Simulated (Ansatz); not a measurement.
# Static equation of state of H6C6S5 (P2_1/c) (204 atoms)

The cell holds 204 atoms: 72 H, 72 C and 60 S. Cell: a = 13.527 Å, b = 10.832 Å, c = 18.222 Å, α = 90.0°, β = 91.0°, γ = 90.0°. It derives from H6C6S5 (P2_1/c), repeated 3×1×1. The starting structure: H6C6S5, space group P2_1/c, structure from the Crystallography Open Database, 3 x 1 x 1 conventional cells; every coordinate displaced by a Gaussian of 0.03 Å; bonds to H set to neutron lengths (C-H 1.089, N-H 1.015, O-H 0.983, B-H 1.19 Å) where the listed ones are shorter.

Calculated with Ansatz 0.2.0: Kohn-Sham DFT, PBE+D4, PAW (set soft_2), plane waves; cutoff 420 eV, Γ point, fixed occupations. Cell and atoms were relaxed first, to V0 = 13.086 Å³ an atom at a residual P0 = -0.008 GPa. The cell was then scaled evenly, and the atoms were relaxed at each volume.

| volume (Å³/atom) | pressure (GPa) |
| --- | --- |
| 11.777 | 1.796 |
| 12.301 | ? |
| 12.693 | 0.3732 |
| 13.478 | -0.2929 |
| 13.871 | -0.5017 |

**Question.** Fit the third-order Birch–Murnaghan equation to the rows given and interpolate to the withheld row.

Worked fit:

Take the Eulerian strain f = ½[(V0/V)^(2/3) − 1] and the normalised pressure F = (P − P0) / [3f(1 + 2f)^(5/2)]. The third-order Birch–Murnaghan equation is then the line F = B0 + (3/2)B0(B′ − 4) f, so u = f and v = F.

```
      u = f  v = F (GPa)
  0.0363828      13.8632
  0.0102568      11.7607
-0.00975655      10.2399
 -0.0190507      9.52778
```

With n = 4: mean u = 0.00445809, mean v = 11.3479, Σ(u − ū)² = 0.0018075, Σ(u − ū)(v − v̄) = 0.14123. Slope b = 0.14123 / 0.0018075 = 78.135; intercept a = v̄ − b ū = 11.000.

So B0 = a = 11.0 GPa and B′ = 4 + 2b/(3a) = 8.74. At the withheld volume f = 0.02106, F = a + b f = 12.64 GPa, and P = P0 + 3f(1 + 2f)^(5/2) F.

Prediction at 12.301: 0.8780 GPa. The run gave 0.8834 GPa, so the fit is low by 0.0054 GPa (0.61 % of the value).

Among the rows given, the largest miss of the fit is at 11.777, by 0.0027 GPa (0.12 % of the range of the table).

Limits: Static cells at zero temperature; the cell shape is held. The program notes that the SCF threshold of these relaxations is loose for the stress. Only the Γ point is sampled, in a cell whose shortest periodic width is 11 Å.

[Logs are printed without paths, hosts, clocks, repeated set-up lines and the standing remarks that a program may print on its own settings, such as how far it seeks lower states.]

[Hosts, paths, dates, database ids (printed as entryN), source tags and the programs' standing remarks are cut or masked in the printed files.]
